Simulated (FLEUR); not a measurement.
Entries from a set of simulations; values are calculated unless marked as measured.

## Mn3ZnN: parallel and opposed starts

The structure is cubic, space group Pm-3m (No. 221). Conventional cell: a = 3.902 Å, b = 3.902 Å, c = 3.902 Å, α = 90.00°, β = 90.00°, γ = 90.00°. Mn has 2 N at 1.95 Å nearest. Nearest to Zn lie 12 Mn at 2.76 Å. N has 6 Mn at 1.95 Å nearest. Farther neighbours and most contacts between anions are not listed.

```xyz
5
Lattice="3.9020 0.0000 0.0000 0.0000 3.9020 0.0000 0.0000 0.0000 3.9020" Properties=species:S:1:pos:R:3 pbc="T T T"
Mn    0.0000    1.9510    1.9510
Mn    1.9510    0.0000    1.9510
Mn    1.9510    1.9510    0.0000
Zn    0.0000    0.0000    0.0000
N     1.9510    1.9510    1.9510
```

* method: PBEsol; all-electron FLAPW, Dirac cores, scalar-relativistic bands
* program: FLEUR MaX-R8.1
* settings of one run: kmax 4.4 1/bohr, gmax 13.2 1/bohr, muffin tin radii Mn: 2.3, Zn: 2.79, N: 1.3 bohr, lmax Mn: [8, 6], Zn: [10, 8], N: [6, 4], hist occupations, smearing width 0.03 eV, mixer Anderson, mixing 0.05, max iterations 90, stop 2.00e-5 me/bohr³, collinear spin, 8×8×8 k-mesh, mesh matched on, starting moments 3.5 3.5 -3.5 0 0 μB
* cost: 3 runs, 9.1 min in all on 4 MPI ranks of Arm Neoverse V1, shared host (the runs of this entry)
* notes: The run is spin-polarised, with a total moment of 0.99 μB a cell. Only 3 starts were tried; other patterns of signs, canted and longer-period orders were not.
* lowest state found: ferrimagnetic (initial ferri ++-)
* largest site spin moment: 2.84 μB
* next finished state: ferromagnetic, with opposed induced moments, 43.3 meV a seeded atom higher
* energy gained by spin polarisation: 261 meV a seeded atom

The lowest state found is ferrimagnetic, reached from the start ferri ++-, with moments up to 2.84 μB. The next finished state costs 43 meV a seeded atom.

[Logs and program files are shortened in this print: banners, set-up blocks, solver, clock and traceback lines can be left out without a mark of their own.]

[Logs are printed without paths, hosts, clocks, repeated set-up lines and the standing remarks that a program may print on its own settings, such as how far it seeks lower states.]

[Hosts, paths, dates, database ids (printed as entryN), source tags and the programs' standing remarks are cut or masked in the printed files.]

[Where a cell is said to come from a database of computed structures, the database is the Materials Project.]
